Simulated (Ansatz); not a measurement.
**A hypothetical structure for ZnNi3B**

Starting from a made-up structure for ZnNi3B, the aim is the relaxed cell, its shortest contacts and, where a second run follows, its electronic structure.

Calculated with Ansatz 0.2.0; DFT, PBEsol, plane-wave PAW, files of the set soft_1, scalar-relativistic, ferromagnetic start, cell and ions relaxed at zero pressure; PAW set soft_1, in the first sound run; inputs show where later runs differ.

## (1) The structure

Symmetry: Pm-3m, No. 221, cubic system. The conventional cell has a = 3.408 Å, b = 3.408 Å, c = 3.408 Å, α = 90.00°, β = 90.00°, γ = 90.00°. Nearest to Zn lie 12 Ni at 2.41 Å. Nearest to Ni lie 2 B at 1.70 Å and 8 Ni at 2.41 Å and 4 Zn at 2.41 Å. Nearest to B lie 6 Ni at 1.70 Å. Farther neighbours are not listed.

## (2) Relaxing cell and atoms

The guess takes its coordinates from another compound and its volume from a rule, so the cell and any free coordinates are relaxed together.

File input.yaml:

```yaml
crystal:
  lattice:
    - [3.408, 0.0, 0.0]
    - [0.0, 3.408, 0.0]
    - [0.0, 0.0, 3.408]
  atoms:
    - { symbol: Zn, position: [0.0, 0.0, 0.0] }
    - { symbol: Ni, position: [0.5, 0.5, 0.0], spin: 1.0 }
    - { symbol: Ni, position: [0.5, 0.0, 0.5], spin: 1.0 }
    - { symbol: Ni, position: [0.0, 0.5, 0.5], spin: 1.0 }
    - { symbol: B, position: [0.5, 0.5, 0.5] }
magnetization:
  spin_polarized: true
kpoints:
  mp_grid: { grid: [8, 8, 8] }
scf:
  occupations: { method: fermi_dirac, width: 0.05 }
hamiltonian:
  xc: pbesol
  pseudopotentials: { kind: paw, azcp: { folder: soft_1 }, xc_functional: pbe }
relax:
  f_tol: 0.015
  max_steps: 70
  cell: {}
output:
  forces: true
  stress: true
```

The run is started by

```sh
$ ansatz run input.yaml --threads 4 --pin off --max-ram 8192MiB --backend cpu --events-out ev --progress --plain --runs-dir out
```

Numbers of over 12 decimals in the logs are rounded to 6 here.

The log of the run:

```text
Engine: ansatz 0.2.0, x86_64-unknown-linux-gnu
Pseudopotentials: kind: paw
Pseudopotential: Zn, paw, valence charge 12, recommended cutoff 420 eV (normal), soft_1/Zn.paw.azcp
Pseudopotential: Ni, paw, valence charge 18, recommended cutoff 420 eV (normal), soft_1/Ni.paw.azcp
Pseudopotential: B, paw, valence charge 3, recommended cutoff 420 eV (normal), soft_1/B.paw.azcp
Functional definition: PBEsol
  exchange = pbesol_x
  correlation = pbesol_c
Crystal: 5 atoms, lattice volume = 39.582 Å³
Basis set: ecut = 420 eV, 751 PW (Γ), exchange–correlation on 48×48×48 points (8 copies of the dense FFT grid, shifted against one another)
Bands: 44, of which v1, the nominal top of the filled ones, is band 35 counted from 1 (34 counted from 0)
Symmetry: 48 space group operations
Space group: Pm-3m (ITA 221), of the structure as read, at distance tolerance 3.4e-5 Å
Magnetic group: BNS 221.92 (UNI 1594), of the structure as read, at distance tolerance 3.4e-5 Å
k-points: 35 of 512
Non-local potential: Zn, projectors of the file, l = 0: 2, l = 1: 2, l = 2: 3, l = 3: 1
Non-local potential: Ni, projectors of the file, l = 0: 3, l = 1: 2, l = 2: 3, l = 3: 1
Non-local potential: B, projectors of the file, l = 0: 2, l = 1: 2, l = 2: 1
PAW form: soft (Blöchl's): semilocal exchange-correlation on the pseudo side does not see the compensation charge
PAW frozen core: Zn, regenerated for the run's functional, and the local potential with it (the file was generated under x = pbe(κ = 0.804, μ = 0.219515), c = pbe(β = 0.066725))
PAW frozen core: Ni, regenerated for the run's functional, and the local potential with it (the file was generated under x = pbe(κ = 0.804, μ = 0.219515), c = pbe(β = 0.066725))
PAW frozen core: B, regenerated for the run's functional, and the local potential with it (the file was generated under x = pbe(κ = 0.804, μ = 0.219515), c = pbe(β = 0.066725))
PAW one-centre angular grid: Zn, 590 points (default); XC on 64 Gauss nodes
PAW one-centre angular grid: Ni, 590 points (default); XC on 64 Gauss nodes
PAW one-centre angular grid: B, 110 points (default); XC on 64 Gauss nodes
Initial density: superposition of atomic densities (chi_scale 0.1, normalization cell)
Starting moments: Σ|m| = 3 μB on 3 of 5 sites
Initial wavefunctions: pseudopotential atomic-orbital guess
Functional: x = pbesol(κ = 0.804, μ = 0.123457), c = pbesol(β = 0.046)
SCF iter   1: F=—  HF=-20844.244942 eV  |F-HF|=—  |Δ(HF+E_count)|=         —  Δρ=1.37e-1 (↑1.37e-1 ↓1.04e-1)  dr2=2.07e1  dr2_m=2.84e-1  M=1.993 μB ∫|m|=2.204 μB  β_m=0.30  ethr=3.10e-3  ⟨swp⟩=6.8  Hψ=13164  notcnv=0  defer=2
Mixer restart at iter 1: flushing history
preconditioner: auto → Kerker (q_TF=auto, 2.993 Å⁻¹)  [metal: Δε(μ)=0.042 eV  Ē_g=11.665 eV  σ=0.050 eV  W_gap=0.20  n_scr=18 (ndim 8)  ℏωp=39.6 eV  f_vac=0.000  D(μ)=2.55/eV (n_scr^D=26)]
spin=Collinear: Kerker preconditioning applied to the charge; magnetization (m = ρ↑ − ρ↓) channel mixes plain (no charge-response kernel on spin).
SCF iter   2: F=—  HF=-20840.537551 eV  |F-HF|=—  |Δ(HF+E_count)|=    3.71e0  Δρ=6.27e-2 (↑6.03e-2 ↓6.27e-2)  dr2=6.38e0  dr2_m=5.87e-1  M=1.538 μB ∫|m|=1.737 μB  β_m=0.37  ethr=3.10e-3  ⟨swp⟩=3.1  Hψ=6109  notcnv=0  defer=189
SCF iter   3: F=—  HF=-20843.059930 eV  |F-HF|=—  |Δ(HF+E_count)|=    2.52e0  Δρ=6.29e-2 (↑4.00e-2 ↓6.29e-2)  dr2=2.53e0  dr2_m=7.30e-1  M=1.076 μB ∫|m|=1.252 μB  β_m=0.44  ethr=3.10e-3  ⟨swp⟩=3.8  Hψ=5898  notcnv=0  defer=186
SCF iter   4: F=—  HF=-20845.421780 eV  |F-HF|=—  |Δ(HF+E_count)|=    2.36e0  Δρ=6.16e-2 (↑1.33e-2 ↓6.16e-2)  dr2=1.82e0  dr2_m=2.99e-1  M=0.702 μB ∫|m|=0.748 μB  β_m=0.62  ethr=3.10e-3  ⟨swp⟩=2.8  Hψ=3931  notcnv=0  defer=206
SCF iter   5: F=—  HF=-20845.838354 eV  |F-HF|=—  |Δ(HF+E_count)|=   4.17e-1  Δρ=3.01e-2 (↑3.01e-2 ↓1.98e-2)  dr2=3.22e-1  dr2_m=3.99e-2  M=0.175 μB ∫|m|=0.198 μB  β_m=0.53  ethr=2.64e-3  ⟨swp⟩=3.2  Hψ=5728  notcnv=0  defer=224
SCF iter   6: F=—  HF=-20845.739556 eV  |F-HF|=—  |Δ(HF+E_count)|=   9.88e-2  Δρ=1.82e-2 (↑1.82e-2 ↓7.98e-3)  dr2=9.92e-2  dr2_m=1.43e-2  M=0.085 μB ∫|m|=0.102 μB  β_m=0.76  ethr=4.67e-4  ⟨swp⟩=2.7  Hψ=5666  notcnv=0  defer=228
SCF iter   7: F=—  HF=-20845.818174 eV  |F-HF|=—  |Δ(HF+E_count)|=         —  Δρ=1.44e-2 (↑7.26e-3 ↓1.44e-2)  dr2=1.28e-1  dr2_m=5.82e-3  M=-0.013 μB ∫|m|=0.014 μB  β_m=0.76  ethr=1.44e-4  ⟨swp⟩=3.0  Hψ=5016  notcnv=0  defer=229
Mixer restart at iter 7: flushing history
SCF iter   8: F=—  HF=-20845.843215 eV  |F-HF|=—  |Δ(HF+E_count)|=   2.50e-2  Δρ=1.15e-2 (↑1.15e-2 ↓9.25e-3)  dr2=6.83e-2  dr2_m=6.62e-4  M=-0.005 μB ∫|m|=0.005 μB  β_m=0.60  ethr=1.44e-4  ⟨swp⟩=3.1  Hψ=6492  notcnv=0  defer=230
SCF iter   9: F=—  HF=-20845.810176 eV  |F-HF|=—  |Δ(HF+E_count)|=   3.30e-2  Δρ=4.29e-3 (↑2.13e-3 ↓4.29e-3)  dr2=1.46e-2  dr2_m=5.29e-4  M=-0.005 μB ∫|m|=0.005 μB  β_m=0.64  ethr=9.90e-5  ⟨swp⟩=3.5  Hψ=6309  notcnv=0  defer=230
SCF iter  10: F=—  HF=-20845.808401 eV  |F-HF|=—  |Δ(HF+E_count)|=   1.77e-3  Δρ=1.32e-3 (↑1.32e-3 ↓9.02e-4)  dr2=9.15e-4  dr2_m=2.34e-5  M=-0.001 μB ∫|m|=0.001 μB  β_m=0.76  ethr=2.11e-5  ⟨swp⟩=2.1  Hψ=4548  notcnv=0  defer=229
SCF iter  11: F=—  HF=-20845.808610 eV  |F-HF|=—  |Δ(HF+E_count)|=   2.08e-4  Δρ=1.13e-3 (↑1.13e-3 ↓1.04e-3)  dr2=7.46e-4  dr2_m=3.27e-6  M=-0.000 μB ∫|m|=0.000 μB  β_m=0.69  ethr=1.33e-6  ⟨swp⟩=2.0  Hψ=4661  notcnv=0  defer=229
SCF iter  12: F=—  HF=-20845.808342 eV  |F-HF|=—  |Δ(HF+E_count)|=   2.68e-4  Δρ=1.67e-4 (↑6.93e-5 ↓1.67e-4)  dr2=8.88e-6  dr2_m=2.40e-6  M=-0.000 μB ∫|m|=0.000 μB  β_m=0.72  ethr=1.08e-6  ⟨swp⟩=2.0  Hψ=4494  notcnv=0  defer=229
SCF iter  13: F=—  HF=-20845.808375 eV  |F-HF|=—  |Δ(HF+E_count)|=   3.31e-5  Δρ=8.79e-5 (↑6.81e-5 ↓8.79e-5)  dr2=5.95e-6  dr2_m=4.49e-8  M=-0.000 μB ∫|m|=0.000 μB  β_m=0.86  ethr=1.29e-8  ⟨swp⟩=2.0  Hψ=5391  notcnv=0  defer=228
SCF iter  14: F=—  HF=-20845.808375 eV  |F-HF|=—  |Δ(HF+E_count)|=   5.33e-8  Δρ=1.10e-5 (↑1.09e-5 ↓1.10e-5)  dr2=1.44e-7  dr2_m=1.54e-9  M=0.000 μB ∫|m|=0.000 μB  β_m=0.93  ethr=8.62e-9  ⟨swp⟩=2.5  Hψ=4550  notcnv=0  defer=228
SCF iter  15: F=—  HF=-20845.808375 eV  |F-HF|=—  |Δ(HF+E_count)|=   1.84e-8  Δρ=5.15e-6 (↑5.14e-6 ↓5.15e-6)  dr2=4.29e-8  dr2_m=2.37e-12  M=-0.000 μB ∫|m|=0.000 μB  β_m=0.95  ethr=2.09e-10  ⟨swp⟩=2.5  Hψ=4977  notcnv=0  defer=228
SCF iter  16: F=-20845.808375 eV  HF=-20845.808375 eV  |F-HF|=4.47e-10  |Δ(HF+E_count)|=   1.05e-8  Δρ=1.27e-6 (↑1.27e-6 ↓1.25e-6)  dr2=7.77e-10  dr2_m=4.40e-12  M=0.000 μB ∫|m|=0.000 μB  ethr=6.22e-11  ⟨swp⟩=2.8  Hψ=10870  notcnv=0
[...]
relax step   6: F+E_penalty+E_count = -20849.24801900 eV  Δ(F+E_penalty+E_count) = +1.742e-5 eV  max|allowed force component| = 1.679e-28 eV/Å  Δτ_max = 0.0000 Å  P = -0.003 GPa  Ω = 52.301 Å³  energy of the carried Pulay correction = -1.474e-2 eV  (8 SCF iters, dr2 threshold 7.81e-8 eV, accepted)
relax step   7: F+E_penalty+E_count = -20849.34035353 eV  Δ(F+E_penalty+E_count) = -9.233e-2 eV  max|allowed force component| = 2.080e-28 eV/Å  Δτ_max = 0.0000 Å  P = +3.511 GPa  Ω = 52.301 Å³  stress off target by 3.51e0 GPa  SCF on the basis re-selected at this cell (its energy is not comparable with the rows above)  (12 SCF iters)
relax step   8: F+E_penalty+E_count = -20849.34955416 eV  Δ(F+E_penalty+E_count) = -9.201e-3 eV  max|allowed force component| = 2.790e-29 eV/Å  Δτ_max = 0.0000 Å  P = +0.654 GPa  Ω = 53.065 Å³  energy of the carried Pulay correction = -6.443e-4 eV  (11 SCF iters, dr2 threshold 5.00e-7 eV, accepted)
relax step   9: F+E_penalty+E_count = -20849.34976935 eV  Δ(F+E_penalty+E_count) = -2.152e-4 eV  max|allowed force component| = 2.729e-29 eV/Å  Δτ_max = 0.0000 Å  P = +0.054 GPa  Ω = 53.233 Å³  energy of the carried Pulay correction = -8.009e-4 eV  (9 SCF iters, dr2 threshold 5.00e-7 eV, accepted)
relax step  10: F+E_penalty+E_count = -20849.34975770 eV  Δ(F+E_penalty+E_count) = +1.165e-5 eV  max|allowed force component| = 1.693e-29 eV/Å  Δτ_max = 0.0000 Å  P = +0.002 GPa  Ω = 53.249 Å³  energy of the carried Pulay correction = -8.157e-4 eV  (9 SCF iters, dr2 threshold 7.37e-9 eV, accepted)
Basis set: ecut = 420 eV, 1021 PW (Γ), exchange–correlation on 54×54×54 points (8 copies of the dense FFT grid, shifted against one another)
iter 1 solved again at ethr=6.09e-7 eV; its pass at ethr=3.10e-3 eV (dr2=4.20e-4 eV) is discarded
SCF iter   1: F=—  HF=-20849.350488 eV  |F-HF|=—  |Δ(HF+E_count)|=         —  Δρ=6.29e-5 (↑6.29e-5 ↓6.29e-5)  dr2=4.73e-7  dr2_m=1.30e-13  M=0.000 μB ∫|m|=0.000 μB  β_m=0.65  ethr=6.09e-7  ⟨swp⟩=3.0  Hψ=20074  notcnv=0
eigensolver tolerance schedule: the retry pair's looser diagonalisation over-reported the residual by 887.88 of it (diagonalisation noise at 0.21 of the residual, at the tolerance the schedule requests for it); recorded, not acted on — ethr = c·dr2/N_el stays at c = 1.0e-1
preconditioner: auto → none  [metal: Δε(μ)=0.018 eV  Ē_g=10.092 eV  σ=0.050 eV  W_gap=0.09  n_scr=6 (ndim 8)  ℏωp=34.1 eV  f_vac=0.000  D(μ)=3.74/eV (n_scr^D=32)]
SCF iter   2: F=—  HF=-20849.350491 eV  |F-HF|=—  |Δ(HF+E_count)|=   2.30e-6  Δρ=3.78e-5 (↑3.78e-5 ↓3.78e-5)  dr2=1.07e-6  dr2_m=2.33e-13  M=0.000 μB ∫|m|=0.000 μB  β_m=0.57  ethr=6.86e-10  ⟨swp⟩=2.5  Hψ=5863  notcnv=0
SCF iter   3: F=—  HF=-20849.350491 eV  |F-HF|=—  |Δ(HF+E_count)|=   2.72e-7  Δρ=1.97e-5 (↑1.97e-5 ↓1.97e-5)  dr2=3.89e-7  dr2_m=2.98e-14  M=0.000 μB ∫|m|=0.000 μB  β_m=0.48  ethr=6.86e-10  ⟨swp⟩=2.3  Hψ=5372  notcnv=0
SCF iter   4: F=—  HF=-20849.350491 eV  |F-HF|=—  |Δ(HF+E_count)|=   1.15e-7  Δρ=2.65e-6 (↑2.63e-6 ↓2.65e-6)  dr2=7.85e-9  dr2_m=2.99e-14  M=0.000 μB ∫|m|=0.000 μB  β_m=0.41  ethr=5.64e-10  ⟨swp⟩=2.0  Hψ=4628  notcnv=0
SCF iter   5: F=—  HF=-20849.350491 eV  |F-HF|=—  |Δ(HF+E_count)|=  4.55e-10  Δρ=1.40e-6 (↑1.40e-6 ↓1.39e-6)  dr2=8.64e-10  dr2_m=9.12e-15  M=0.000 μB ∫|m|=0.000 μB  β_m=0.43  ethr=1.14e-11  ⟨swp⟩=2.0  Hψ=4610  notcnv=0
SCF iter   6: F=—  HF=-20849.350491 eV  |F-HF|=—  |Δ(HF+E_count)|=   8.41e-8  Δρ=4.92e-7 (↑4.91e-7 ↓4.92e-7)  dr2=8.14e-11  dr2_m=8.09e-15  M=0.000 μB ∫|m|=0.000 μB  β_m=0.47  ethr=1.25e-12  ⟨swp⟩=2.0  Hψ=4644  notcnv=0
SCF iter   7: F=-20849.350491 eV  HF=-20849.350491 eV  |F-HF|=1.09e-11  |Δ(HF+E_count)|=  1.64e-10  Δρ=1.10e-7 (↑1.10e-7 ↓1.08e-7)  dr2=1.43e-11  dr2_m=6.83e-16  M=0.000 μB ∫|m|=0.000 μB  ethr=1.00e-12  ⟨swp⟩=3.2  Hψ=11153  notcnv=0
the starting moments were not kept: the SCF closed with an absolute magnetisation of 5.5e-8 μB, where they sum to 3 μB in size (3 sites). That is at most 0.1 of that sum. Measured as dr2_m measures the in/out step, that magnetisation stands 2.4e-15 eV from none, at or under the dr2_threshold of 5.0e-11 eV: it is no larger than a step whose dr2_m would equal this threshold.
SCF 11 converged in 7 iterations: F = -20849.350491 eV  dr2 = 1.43e-11
relax step  11: F+E_penalty+E_count = -20849.35049078 eV  Δ(F+E_penalty+E_count) = -7.331e-4 eV  max|allowed force component| = 1.466e-29 eV/Å  Δτ_max = 0.0000 Å  P = -0.025 GPa  Ω = 53.249 Å³  stress off target by 2.46e-2 GPa  SCF on the basis re-selected at this cell (its energy is not comparable with the rows above)  (7 SCF iters)
basis re-selected at this cell: Δ(F+E_penalty+E_count) = -7.331e-4 eV, ΔP = -0.027 GPa vs the last step (what re-selecting the basis moved, of the pressure what is left beyond the Pulay correction that the steps carried, after the strain that the cell walked since its last selection, with what the two solves' SCF thresholds leave and, on support functions, any second-order correction that the steps lacked; it is no measure of the basis error at this ecutwfc). The dense FFT grid was sized anew with the basis: this SCF ran on 27×27×27 points, the steps before it on 25×25×25, so part of this shift can come from that change (see relax.cell in the input reference). [rest of the remark cut]
SCF converged after 7 iterations
Magnetization: 0.0000 μB (34.5000 up, 34.5000 down)
Absolute magnetization: 0.0000 μB (∫|ρ↑−ρ↓|, with the PAW one-centre terms)
Spin contamination: 0.0000 ħ² per cell (⟨S²⟩ above its minimum at these occupations)
Per-site moments (μB) at R_I (Å): [(4.848186705923344e-10, 1.097349), (1.5736673303841507e-8, 0.775943), (1.5736672974065365e-8, 0.775943), (1.57366732048695e-8, 0.775943), (-6.86598575751593e-10, 0.775943)]
Free energy (F): -20849.350491 eV
Harris-Foulkes:  -20849.350491 eV  (|F-HF|=1.09e-11)
Internal energy: -20849.320137 eV  (E = F + TS)
E sigma→0 (E₀):  -20849.335314 eV
Entropy (-TS):   -0.030353 eV (-6.071 meV/atom)
Fermi energy:    15.220540 eV
--- Per-component energies (eV) ---
  E_band       = -889.472830
  E_kinetic    = 1223.895804
  E_local      = -10977.969866  (includes V_loc(G=0)·N_el)
  E_nonlocal   = 481.859342
  E_hartree    = 5562.497118
  E_xc         = -449.112669
  E_vxc        = -528.913589  (∫ρ·V_xc dr)
  E_paw        = -6801.328723  (= ΣΔE_a)
  E_vpaw       = -2213.341247  (= ΣTr[D̂ρ^β])
  E_aug_tail   = 0.002048  (compensation charges beyond the density's cutoff)
  E_ewald      = -9890.567125
  E_core_change = 1.403934  (= ΣΔE_core)
  E_smearing   = -0.030353  (= −TS)
  E_closure    = 0.000000  (closes the sum)
  Σ components = -20849.350491   (vs F -20849.350491, Δ=0.00e0)
--- Forces (eV/Å), atoms counted from 1 ---
  atom   1  Zn     0.00000000     0.00000000    -0.00000000
  atom   2  Ni    -0.00000000     0.00000000    -0.00000000
  atom   3  Ni    -0.00000000     0.00000000    -0.00000000
  atom   4  Ni     0.00000000    -0.00000000     0.00000000
  atom   5  B      0.00000000     0.00000000    -0.00000000
  max |Σ_I F_I| component: 1.26e-29 eV/Å
--- Stress (GPa, compression-positive) ---
       -0.024559       0.000000       0.000000
        0.000000      -0.024559       0.000000
        0.000000       0.000000      -0.024559
  P = ⅓ Tr σ = -0.0246 GPa (-0.246 kbar)
--- Relaxed structure (9 steps of the walk, 9 accepted, 2 SCFs on fresh bases) ---
  F+E_penalty+E_count = -20849.35049078 eV   max|allowed force component| = 1.466e-29 eV/Å   (the final SCF, on the basis selected at the relaxed cell)
  cell:  # Å, volume = 53.2485 Å³
    - [3.762147, 0, 0]
    - [0, 3.762147, 0]
    - [0, 0.0, 3.762147]
  atoms:
    - { symbol: Zn, position: [0, 0, 0] }
    - { symbol: Ni, position: [0.5, 0.5, 0] }
    - { symbol: Ni, position: [0.5, 0, 0.5] }
    - { symbol: Ni, position: [0, 0.5, 0.5] }
    - { symbol: B, position: [0.5, 0.5, 0.5] }
```

The job ended after 32 s (4 threads of Intel Xeon at 2.60GHz (Ice Lake), shared host; peak memory 0.52 GiB; 1.9 min of CPU time).

The steps of the relaxation:

| step | energy less that of the first step (eV) | largest force component (eV/Å) | pressure (GPa) | volume (Å³) |
| --- | --- | --- | --- | --- |
| 1 | 0.0000 | 0.0000 | 108.91 | 39.58 |
| 2 | -2.1398 | 0.0000 | 56.53 | 43.84 |
| 3 | -3.3282 | 0.0000 | 13.94 | 49.59 |
| 4 | -3.4293 | 0.0000 | -3.71 | 53.12 |
| 5 | -3.4397 | 0.0000 | 0.18 | 52.26 |
| 6 | -3.4396 | 0.0000 | 0.00 | 52.30 |
| 7* | -3.5320 | 0.0000 | 3.51 | 52.30 |
| 8 | -3.5412 | 0.0000 | 0.65 | 53.07 |
| 9 | -3.5414 | 0.0000 | 0.05 | 53.23 |
| 10 | -3.5414 | 0.0000 | 0.00 | 53.25 |
| 11* | -3.5421 | 0.0000 | -0.02 | 53.25 |

Relaxation steps marked * repeat the geometry before them on a plane-wave basis chosen anew for their cell, so energy and pressure can jump there.

The run keeps the 48 symmetry operations that it works with, so distortions that break them were not tested.

```
conventional cell, symmetrised  before  after   change
                         a (Å)   3.408  3.762  +10.4 %
                         b (Å)   3.408  3.762  +10.4 %
                         c (Å)   3.408  3.762  +10.4 %
              volume (Å³/atom)    7.92  10.65  +34.5 %
```

Final coordinates:

```xyz
5
Lattice="3.7621 0.0000 0.0000 0.0000 3.7621 0.0000 0.0000 0.0000 3.7621" Properties=species:S:1:pos:R:3 pbc="T T T"
Zn    0.0000    0.0000    0.0000
Ni    1.8811    1.8811    0.0000
Ni    1.8811    0.0000    1.8811
Ni    0.0000    1.8811    1.8811
B     1.8811    1.8811    1.8811
```

Numbers from this step:

- free energy: -20849.3505 eV
- energy at zero smearing: -20849.3353 eV
- smearing term TS: 0.03035 eV
- Fermi energy: 15.22 eV
- electrons: 69
- symmetry operations: 48
- pressure: -0.02456 GPa

Shortest distances by pair of elements, guess and relaxed (not always the same contact):

```
 pair  guess (Å)  relaxed (Å)
 B–Ni      1.704        1.881
Ni–Zn      2.410        2.660
Ni–Ni      2.410        2.660
 B–Zn      2.951        3.258
Zn–Zn      3.408        3.762
```

The relaxation ends with a pressure of -0.02 GPa. No moment survives the cycle: this start ends non-magnetic.

(Continued in part 2 of 2.)

[Logs are printed without paths, hosts, clocks, repeated set-up lines and the standing remarks that a program may print on its own settings, such as how far it seeks lower states.]

[Hosts, paths, dates, database ids (printed as entryN), source tags and the programs' standing remarks are cut or masked in the printed files.]
